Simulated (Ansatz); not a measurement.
**The gap of Bi2S3 (Bismuthinite): a ladder of methods and an error budget**

Aim: a best estimate of the quasiparticle gap of Bi2S3 (Bismuthinite), with each correction and its cost laid out.

Calculated with Ansatz 0.2.0; density functionals, hybrids, G0W0, plane waves, PAW.

Report form: the programs' logs are mostly left out.

The database entry behind the starting cell differs from later determinations by our own check (about 0.4 % long), so it need not match the best structure at ambient conditions.

In doubt: masses and optical values from hybrid runs of this build are listed as unsure (step 13), which bears on the screening that GW takes from such a start.

### 1. The starting structure

The structure is orthorhombic, space group Pnma (No. 62). Conventional cell: a = 11.345 Å, b = 3.994 Å, c = 11.193 Å, α = 90.00°, β = 90.00°, γ = 90.00°. Nearest to Bi lie 6 S at 2.67 to 3.07 Å. Nearest to Bi lie 7 S at 2.60 to 3.34 Å. Nearest to S lie 3 Bi at 2.70 to 2.76 Å. Nearest to S lie 5 Bi at 2.60 to 3.07 Å. S has 5 Bi at 2.67 to 3.34 Å nearest. Farther neighbours and most contacts between anions are not listed.

The cell and positions come from the Crystallography Open Database and are kept as given unless a step says otherwise. Spin-orbit coupling is left out unless a step names it. The default PAW set here is soft_2. Its files were made with PBE.

### 2. PBE bands

The cheap functional maps the bands first; the places of the edges decide which points the dearer methods must see.

This step: DFT, PBE, plane waves, PAW.

The input, input.yaml:

```yaml
crystal:
  lattice:
    - [11.345, 0.0, 0.0]
    - [0.0, 3.994, 0.0]
    - [0.0, 0.0, 11.193]
  atoms:
    - { symbol: Bi, position: [0.4835, 0.25, 0.3257] }
    - { symbol: Bi, position: [0.0165, 0.75, 0.8257] }
    - { symbol: Bi, position: [0.9835, 0.25, 0.1743] }
    - { symbol: Bi, position: [0.5165, 0.75, 0.6743] }
    - { symbol: Bi, position: [0.3407, 0.75, 0.0339] }
    - { symbol: Bi, position: [0.1593, 0.25, 0.5339] }
    - { symbol: Bi, position: [0.8407, 0.75, 0.4661] }
    - { symbol: Bi, position: [0.6593, 0.25, 0.9661] }
    - { symbol: S, position: [0.2835, 0.25, 0.1943] }
    - { symbol: S, position: [0.2165, 0.75, 0.6943] }
    - { symbol: S, position: [0.7835, 0.25, 0.3057] }
    - { symbol: S, position: [0.7165, 0.75, 0.8057] }
    - { symbol: S, position: [0.5495, 0.75, 0.1286] }
    - { symbol: S, position: [0.9505, 0.25, 0.6286] }
    - { symbol: S, position: [0.0495, 0.75, 0.3714] }
    - { symbol: S, position: [0.4505, 0.25, 0.8714] }
    - { symbol: S, position: [0.3767, 0.75, 0.4414] }
    - { symbol: S, position: [0.1233, 0.25, 0.9414] }
    - { symbol: S, position: [0.8767, 0.75, 0.0586] }
    - { symbol: S, position: [0.6233, 0.25, 0.5586] }
kpoints:
  mp_grid: { grid: [2, 6, 2] }
  band_path:
    path:
      - [[0.0, 0.0, 0.0], [0.5, 0.0, 0.0], [0.5, 0.5, 0.0], [0.0, 0.5, 0.0], [0.0, 0.0, 0.0], [0.0, 0.0, 0.5], [0.5, 0.0, 0.5], [0.5, 0.5, 0.5], [0.0, 0.5, 0.5], [0.0, 0.0, 0.5]]
      - [[0.5, 0.0, 0.0], [0.5, 0.0, 0.5]]
      - [[0.0, 0.5, 0.0], [0.0, 0.5, 0.5]]
      - [[0.5, 0.5, 0.0], [0.5, 0.5, 0.5]]
    npoints: 6
hamiltonian:
  xc: pbe
scf:
  occupations: { method: fermi_dirac, width: 0.02 }
  n_extra_bands: 10
output:
  eigenvalues: true
  forces: true
  stress: true
```

Run with:

```bash
$ ansatz run input.yaml --threads 32 --pin off --max-ram 129024MiB --backend cuda --events-out ev --progress --plain --runs-dir out --devices 1 --max-vram 157GiB  # rebuilt from the run's record
```

Run time: 3.5 s. Hardware: 1 × NVIDIA GB200 with 32 threads of Arm Neoverse V2, shared host; peak memory 1.2 GiB; 15 s of CPU time.

Numbers from this step:

```yaml
pressure: 1.526 GPa
filled_bands: 96
gap: 1.391 eV
valence_top_at: k = (0.333, 0.000, 0.000)
conduction_bottom_at: k = (0.000, 0.000, 0.083)
least_direct_gap: 1.426 eV
```

The gap is indirect, with the least direct gap 0.04 eV higher.

The electronic bands at the labelled points (eV, zero at the top of the highest nominally filled band):

| point | band 93 | band 94 | band 95 | band 96 | band 97 | band 98 | band 99 | band 100 |
| --- | --- | --- | --- | --- | --- | --- | --- | --- |
| Γ | -0.23 | -0.22 | -0.16 | -0.11 | 1.40 | 1.72 | 1.87 | 2.13 |
| halfway | -0.30 | -0.27 | -0.14 | -0.01 | 1.62 | 1.65 | 1.92 | 2.00 |
| X | -0.31 | -0.31 | -0.03 | -0.03 | 1.73 | 1.73 | 1.93 | 1.93 |
| halfway | -0.43 | -0.43 | -0.38 | -0.38 | 1.70 | 1.70 | 2.73 | 2.73 |
| S | -0.37 | -0.37 | -0.37 | -0.37 | 2.44 | 2.44 | 2.44 | 2.44 |
| halfway | -0.47 | -0.47 | -0.32 | -0.32 | 2.31 | 2.31 | 2.45 | 2.45 |
| Y | -0.52 | -0.52 | -0.27 | -0.27 | 2.30 | 2.30 | 2.39 | 2.39 |
| halfway | -0.49 | -0.39 | -0.30 | -0.22 | 1.61 | 2.14 | 2.51 | 2.71 |
| Γ | -0.23 | -0.22 | -0.16 | -0.11 | 1.40 | 1.72 | 1.87 | 2.13 |
| halfway | -0.36 | -0.35 | -0.14 | -0.02 | 1.41 | 1.70 | 2.01 | 2.28 |
| Z | -0.33 | -0.33 | -0.11 | -0.11 | 1.56 | 1.56 | 2.33 | 2.33 |
| halfway | -0.32 | -0.32 | -0.12 | -0.12 | 1.60 | 1.60 | 2.30 | 2.30 |
| U | -0.26 | -0.26 | -0.16 | -0.16 | 1.64 | 1.64 | 2.27 | 2.27 |
| halfway | -0.32 | -0.32 | -0.22 | -0.22 | 2.31 | 2.31 | 2.35 | 2.35 |
| R | -0.62 | -0.62 | -0.62 | -0.62 | 2.26 | 2.26 | 2.26 | 2.26 |
| halfway | -0.64 | -0.64 | -0.47 | -0.47 | 2.10 | 2.10 | 2.33 | 2.33 |
| T | -0.56 | -0.56 | -0.38 | -0.38 | 1.99 | 1.99 | 2.33 | 2.33 |
| halfway | -0.41 | -0.41 | -0.22 | -0.22 | 2.08 | 2.08 | 2.21 | 2.21 |
| Z | -0.33 | -0.33 | -0.11 | -0.11 | 1.56 | 1.56 | 2.33 | 2.33 |
| jump to X | -0.31 | -0.31 | -0.03 | -0.03 | 1.73 | 1.73 | 1.93 | 1.93 |
| halfway | -0.28 | -0.28 | -0.06 | -0.06 | 1.64 | 1.64 | 2.16 | 2.16 |
| U | -0.26 | -0.26 | -0.16 | -0.16 | 1.64 | 1.64 | 2.27 | 2.27 |
| jump to Y | -0.52 | -0.52 | -0.27 | -0.27 | 2.30 | 2.30 | 2.39 | 2.39 |
| halfway | -0.51 | -0.51 | -0.43 | -0.43 | 2.09 | 2.09 | 2.33 | 2.33 |
| T | -0.56 | -0.56 | -0.38 | -0.38 | 1.99 | 1.99 | 2.33 | 2.33 |
| jump to S | -0.37 | -0.37 | -0.37 | -0.37 | 2.44 | 2.44 | 2.44 | 2.44 |

### 3. LDA

Another semilocal functional, at almost no cost, to see the spread among them.

This step: DFT, LDA, plane waves, PAW.

input.yaml: that of step 2 with these lines changed.

```diff
@@ -30,11 +30,18 @@
     path:
-      - [[0.0, 0.0, 0.0], [0.5, 0.0, 0.0], [0.5, 0.5, 0.0], [0.0, 0.5, 0.0], [0.0, 0.0, 0.0], [0.0, 0.0, 0.5], [0.5, 0.0, 0.5], [0.5, 0.5, 0.5], [0.0, 0.5, 0.5], [0.0, 0.0, 0.5]]
-      - [[0.5, 0.0, 0.0], [0.5, 0.0, 0.5]]
-      - [[0.0, 0.5, 0.0], [0.0, 0.5, 0.5]]
-      - [[0.5, 0.5, 0.0], [0.5, 0.5, 0.5]]
-    npoints: 6
+      - [0.0, 0.0, 0.0]
+      - [0.5, 0.0, 0.0]
+      - [0.5, 0.5, 0.0]
+      - [0.0, 0.5, 0.0]
+      - [0.0, 0.0, 0.5]
+      - [0.5, 0.0, 0.5]
+      - [0.5, 0.5, 0.5]
+      - [0.0, 0.5, 0.5]
+      - [0.3333333333, 0.0, 0.0]
+      - [0.0, 0.0, 0.0833333333]
+      - [0.0, 0.0, 0.1666666667]
+    npoints: 1
 hamiltonian:
-  xc: pbe
+  xc: lda
 scf:
-  occupations: { method: fermi_dirac, width: 0.02 }
+  occupations: { method: fixed }
   n_extra_bands: 10
```

It took 1.9 s on 1 × NVIDIA GB200 with 32 threads; peak memory 1.2 GiB.

This step gave:

* pressure: -3.020 GPa
* gap: 1.249 eV
* valence top at: k = (0.333, 0.000, 0.000)
* conduction bottom at: k = (0.000, 0.000, 0.167)
* least direct gap: 1.283 eV

The gap stands −0.14 eV against PBE.

### 4. PBEsol

This step: DFT, PBEsol, plane waves, PAW.

input.yaml: that of step 3 with these lines changed.

```diff
@@ -43,3 +43,3 @@
 hamiltonian:
-  xc: lda
+  xc: pbesol
 scf:
```

Wall time 1.9 s (1 × NVIDIA GB200 with 32 threads); peak memory 1.2 GiB.

This step gave:

```yaml
pressure: -1.456 GPa
gap: 1.306 eV
valence_top_at: k = (0.333, 0.000, 0.000)
conduction_bottom_at: k = (0.000, 0.000, 0.167)
least_direct_gap: 1.338 eV
```

The gap stands −0.09 eV against PBE.

### 5. PBE+SOC

Spin-orbit coupling can split or shift the edges; a non-collinear run measures by how much.

This step: DFT, PBE with spin-orbit coupling, plane waves, PAW.

input.yaml: that of step 4 with these lines changed.

```diff
@@ -43,6 +43,9 @@
 hamiltonian:
-  xc: pbesol
+  xc: pbe
 scf:
   occupations: { method: fixed }
-  n_extra_bands: 10
+  n_extra_bands: 20
+magnetization:
+  noncollinear: true
+  spin_orbit: true
 output:
```

Run time: 4.8 s. Hardware: 1 × NVIDIA GB200 with 32 threads; peak memory 2.2 GiB; 27 s of CPU time.

This step gave:

```
pressure             : 1.961 GPa
gap                  : 0.9537 eV
valence top at       : k = (0.333, 0.000, 0.000)
conduction bottom at : k = (0.000, 0.000, 0.167)
least direct gap     : 0.9854 eV
```

The gap stands −0.44 eV against PBE.

### 6. HSE06

The screened hybrid is the usual rung above semilocal functionals: a quarter of exact exchange, cut off beyond a few ångström.

This step: DFT, HSE06, plane waves, PAW.

input.yaml: that of step 5 with these lines changed.

```diff
@@ -27,3 +27,3 @@
 kpoints:
-  mp_grid: { grid: [2, 6, 2] }
+  mp_grid: { grid: [2, 4, 2] }
   band_path:
@@ -43,12 +43,7 @@
 hamiltonian:
-  xc: pbe
+  xc: hse06
 scf:
   occupations: { method: fixed }
-  n_extra_bands: 20
-magnetization:
-  noncollinear: true
-  spin_orbit: true
+  n_extra_bands: 10
 output:
   eigenvalues: true
-  forces: true
-  stress: true
```

Wall time 22 s (1 × NVIDIA GB200 with 32 threads); peak memory 3.3 GiB.

This step gave:

```yaml
gap: 2.008 eV
valence_top_at: k = (0.333, 0.000, 0.000)
conduction_bottom_at: Γ
least_direct_gap: 2.036 eV
```

The gap stands +0.62 eV against PBE.

### 7. PBE0

PBE0 keeps its quarter of exact exchange at all distances, which suits crystals with ε∞ near 4 best.

This step: DFT, PBE0, plane waves, PAW.

input.yaml: that of step 6 with these lines changed.

```diff
@@ -43,3 +43,3 @@
 hamiltonian:
-  xc: hse06
+  xc: pbe0
 scf:
```

Elapsed: 21 s, on 1 × NVIDIA GB200 with 32 threads; peak memory 3.3 GiB.

This step gave:

- gap: 2.627 eV
- valence top at: k = (0.333, 0.000, 0.000)
- conduction bottom at: k = (0.000, 0.000, 0.083)
- least direct gap: 2.646 eV

The gap stands +1.24 eV against PBE.

### 8. DDH-PBE0

Here the share of exact exchange is set once to one over ε∞ of the semilocal ground state, the screening that GW applies at long range.

This step: DFT, dielectric-dependent PBE0 (fraction 1/eps_inf of PBE), plane waves, PAW.

input.yaml: that of step 7 with these lines changed.

```diff
@@ -26,2 +26,3 @@
     - { symbol: S, position: [0.6233, 0.25, 0.5586] }
+  host: atoms
 kpoints:
@@ -43,3 +44,6 @@
 hamiltonian:
-  xc: pbe0
+  xc:
+    exchange: pbe
+    correlation: pbe
+    exx: { coeff: inverse_dielectric }
 scf:
```

Run time: 29 s. Hardware: 1 × NVIDIA GB200 with 32 threads; peak memory 6.6 GiB; 7.3 min of CPU time.

Numbers from this step:

```
gap                     : 1.754 eV
valence top at          : k = (0.333, 0.000, 0.000)
conduction bottom at    : k = (0.000, 0.000, 0.083)
least direct gap        : 1.782 eV
exact-exchange fraction : 0.07637
```

The gap stands +0.36 eV against PBE; the share of exchange is 0.076, one over an ε∞ of 13.1.

### 9. Dielectric tensor

The response to a uniform field gives ε∞, a yardstick for the screening that GW builds on its mesh.

This step: dielectric response by perturbation theory, PBE, plane waves, PAW.

input.yaml: that of step 8 with these lines changed.

```diff
@@ -26,28 +26,8 @@
     - { symbol: S, position: [0.6233, 0.25, 0.5586] }
-  host: atoms
 kpoints:
-  mp_grid: { grid: [2, 4, 2] }
-  band_path:
-    path:
-      - [0.0, 0.0, 0.0]
-      - [0.5, 0.0, 0.0]
-      - [0.5, 0.5, 0.0]
-      - [0.0, 0.5, 0.0]
-      - [0.0, 0.0, 0.5]
-      - [0.5, 0.0, 0.5]
-      - [0.5, 0.5, 0.5]
-      - [0.0, 0.5, 0.5]
-      - [0.3333333333, 0.0, 0.0]
-      - [0.0, 0.0, 0.0833333333]
-      - [0.0, 0.0, 0.1666666667]
-    npoints: 1
+  mp_grid: { grid: [2, 6, 2] }
 hamiltonian:
-  xc:
-    exchange: pbe
-    correlation: pbe
-    exx: { coeff: inverse_dielectric }
+  xc: pbe
 scf:
   occupations: { method: fixed }
-  n_extra_bands: 10
-output:
-  eigenvalues: true
+dielectric: {}
```

Wall time 18 s (1 × NVIDIA GB200 with 32 threads); peak memory 14 GiB; 4.4 min of CPU time.

Numbers from this step:

- stated error of ε∞: 0.15

One over ε∞ averages 0.08, well under the quarter of exact exchange in PBE0, which by this rule of thumb may open the gap too far.

High-frequency dielectric tensor:

```
10.54  0.00  0.00
 0.00 14.49  0.00
 0.00  0.00 14.26
```

### 10. G0W0, 2×4×2 mesh, 248 empty bands, screening to 36 eV

G0W0 replaces the xc potential by the self-energy, built once from these orbitals. Only a window of levels is corrected, while the sums run over the empty bands that the input names.

This step: G0W0 on PBE, plane waves, PAW.

input.yaml: that of step 9 with these lines changed.

```diff
@@ -27,3 +27,3 @@
 kpoints:
-  mp_grid: { grid: [2, 6, 2] }
+  mp_grid: { grid: [2, 4, 2] }
 hamiltonian:
@@ -32,2 +32,7 @@
   occupations: { method: fixed }
-dielectric: {}
+gw:
+  n_empty_bands: 248
+  ecut_chi: 36
+  qp_bands: [v2, c2]
+  qp_kpoints: band_edges
+  screening: { model: contour_deformation }
```

The job ended after 14 s (1 × NVIDIA GB200 with 32 threads; peak memory 2.4 GiB; 34 s of CPU time).

This step gave:

```yaml
bands_summed: 344
rpa_eps_infinity_on_this_mesh_eigenvalues: 10.30, 13.77, 13.88
plane_waves_in_the_screening_matrix: 235
g0w0_gap_on_the_mesh: 1.672 eV
k_of_the_valence_top: -0.5, 0, 0
k_of_the_conduction_bottom: 0, 0, 0
starting_gap_on_the_mesh: 1.424 eV
least_direct_g0w0_gap_on_the_computed_points: 1.719 eV
```

The gap on the mesh goes from 1.42 eV to 1.67 eV, a correction of +0.25 eV. Between the two edge states, bare exchange in place of the xc potential would open the gap by 5.23 eV, and correlation takes back 4.98 eV. The start differs from the 1.39 eV found before because this mesh misses an edge.

### 11. G0W0, 2×4×2 mesh, 703 empty bands, screening to 72 eV

Another rung: the empty bands reach about as high as the screening cutoff, so the two stay in balance.

input.yaml: that of step 10 with these lines changed.

```diff
@@ -33,4 +33,4 @@
 gw:
-  n_empty_bands: 248
-  ecut_chi: 36
+  n_empty_bands: 703
+  ecut_chi: 72
   qp_bands: [v2, c2]
```

The job ended after 27 s (1 × NVIDIA GB200 with 32 threads; peak memory 4.3 GiB).

This step gave:

```
bands summed                                 : 799
RPA ε∞ on this mesh (eigenvalues)            : 10.13, 13.37, 13.51
plane waves in the screening matrix          : 717
G0W0 gap on the mesh                         : 1.723 eV
k of the valence top                         : -0.5, 0, 0
k of the conduction bottom                   : 0, 0, 0
starting gap on the mesh                     : 1.424 eV
least direct G0W0 gap on the computed points : 1.784 eV
```

Against the run with 2×4×2 mesh, 248 empty bands, screening to 36 eV, the gap moves by +0.05 eV.

### 12. G0W0, 2×4×2 mesh, 1513 empty bands, screening to 120 eV

input.yaml: that of step 11 with these lines changed.

```diff
@@ -33,4 +33,4 @@
 gw:
-  n_empty_bands: 703
-  ecut_chi: 72
+  n_empty_bands: 1513
+  ecut_chi: 120.0
   qp_bands: [v2, c2]
```

It took 74 s on 1 × NVIDIA GB200 with 32 threads; peak memory 9 GiB; 4.1 min of CPU time.

This step gave:

```yaml
bands_summed: 1609
rpa_eps_infinity_on_this_mesh_eigenvalues: 10.10, 13.30, 13.44
plane_waves_in_the_screening_matrix: 1541
q_points_in_the_mesh: 16
g0w0_gap_on_the_mesh: 1.766 eV
k_of_the_valence_top: -0.5, 0, 0
k_of_the_conduction_bottom: 0, 0, 0
starting_gap_on_the_mesh: 1.424 eV
z_at_the_valence_top: 0.7307
z_at_the_conduction_bottom: 0.7783
least_direct_g0w0_gap_on_the_computed_points: 1.834 eV
```

Against the run with 2×4×2 mesh, 703 empty bands, screening to 72 eV, the gap moves by +0.04 eV.

Limits: finite bands, cutoff and mesh; no spin-orbit coupling; coarse k mesh. v1 is the top filled band, c1 the lowest empty one. Levels before and after the correction, in eV, zero at the valence-band top of each column:

|  | conduction bottom | valence top |
| --- | --- | --- |
| Kohn-Sham | 1.42 | 0.00 |
| G0W0 | 1.77 | 0.00 |

|  | level | occupation | energy (eV) |
| --- | --- | --- | --- |
| Kohn-Sham | Γ v2 | 2 | -0.128 |
| Kohn-Sham | Γ v1 | 2 | -0.084 |
| Kohn-Sham | Γ c1 | 0 | 1.424 |
| Kohn-Sham | Γ c2 | 0 | 1.750 |
| Kohn-Sham | (-0.5 0 0) v2-v1 | 2 | 0.000 |
| Kohn-Sham | (-0.5 0 0) c1-c2 | 0 | 1.759 |
| G0W0 | Γ v2 | 2 | -0.153 |
| G0W0 | Γ v1 | 2 | -0.069 |
| G0W0 | Γ c1 | 0 | 1.766 |
| G0W0 | Γ c2 | 0 | 2.192 |
| G0W0 | (-0.5 0 0) v2-v1 | 2 | 0.000 |
| G0W0 | (-0.5 0 0) c1-c2 | 0 | 2.201 |

How the two edges are built up, in eV (the quasiparticle level is the starting level plus Σx plus Σc less Vxc):

| run | edge | start | Σx | Σc | Vxc | Z | QP |
| --- | --- | --- | --- | --- | --- | --- | --- |
| 344 bands | valence top | 7.56 | -17.44 | 2.38 | -15.33 | 0.74 | 7.83 |
| 344 bands | conduction bottom | 8.99 | -9.67 | -2.60 | -12.79 | 0.79 | 9.50 |
| 799 bands | valence top | 7.56 | -17.44 | 2.01 | -15.33 | 0.73 | 7.45 |
| 799 bands | conduction bottom | 8.99 | -9.67 | -2.93 | -12.79 | 0.78 | 9.17 |
| 1609 bands | valence top | 7.56 | -17.44 | 1.75 | -15.33 | 0.73 | 7.20 |
| 1609 bands | conduction bottom | 8.99 | -9.67 | -3.14 | -12.79 | 0.78 | 8.96 |

### 13. G0W0@HSE06, 2×4×2 mesh, 703 empty bands, screening to 72 eV

One-shot GW remembers its start. Another functional's orbitals and levels show by how much. Bands and cutoff differ from the step before, so it is read against an earlier run that matches them.

This step: G0W0 on HSE06, plane waves, PAW.

input.yaml: that of step 12 with these lines changed.

```diff
@@ -29,3 +29,3 @@
 hamiltonian:
-  xc: pbe
+  xc: hse06
 scf:
@@ -33,4 +33,4 @@
 gw:
-  n_empty_bands: 1513
-  ecut_chi: 120.0
+  n_empty_bands: 703
+  ecut_chi: 72
   qp_bands: [v2, c2]
```

Wall time 1.7 min (1 × NVIDIA GB200 with 32 threads); peak memory 5.6 GiB; 6.2 min of CPU time.

This step gave:

* bands summed: 799
* RPA ε∞ on this mesh (eigenvalues): 7.718, 9.995, 10.01
* plane waves in the screening matrix: 717
* G0W0 gap on the mesh: 1.979 eV
* k of the valence top: -0.5, 0, 0
* k of the conduction bottom: 0, 0, 0
* starting gap on the mesh: 2.042 eV
* least direct G0W0 gap on the computed points: 2.034 eV

Against the run with 2×4×2 mesh, 703 empty bands, screening to 72 eV on PBE, the gap moves by +0.26 eV, while the start moved by +0.62 eV.

[end of part 1 of 2]

[Paths, hosts, dates, memory and timing lines, banners, echoed tables and standing remarks are left out of the program output.]

[Logs are printed without paths, hosts, clocks, repeated set-up lines and the standing remarks that a program may print on its own settings, such as how far it seeks lower states.]

[Runs of the session that timed out or met a known fault of the program may be left out.]

[Cells called generated may have been cut or substituted from an entry of the Crystallography Open Database or the Materials Project.]

[Hosts, paths, dates, database ids (printed as entryN), source tags and the programs' standing remarks are cut or masked in the printed files.]
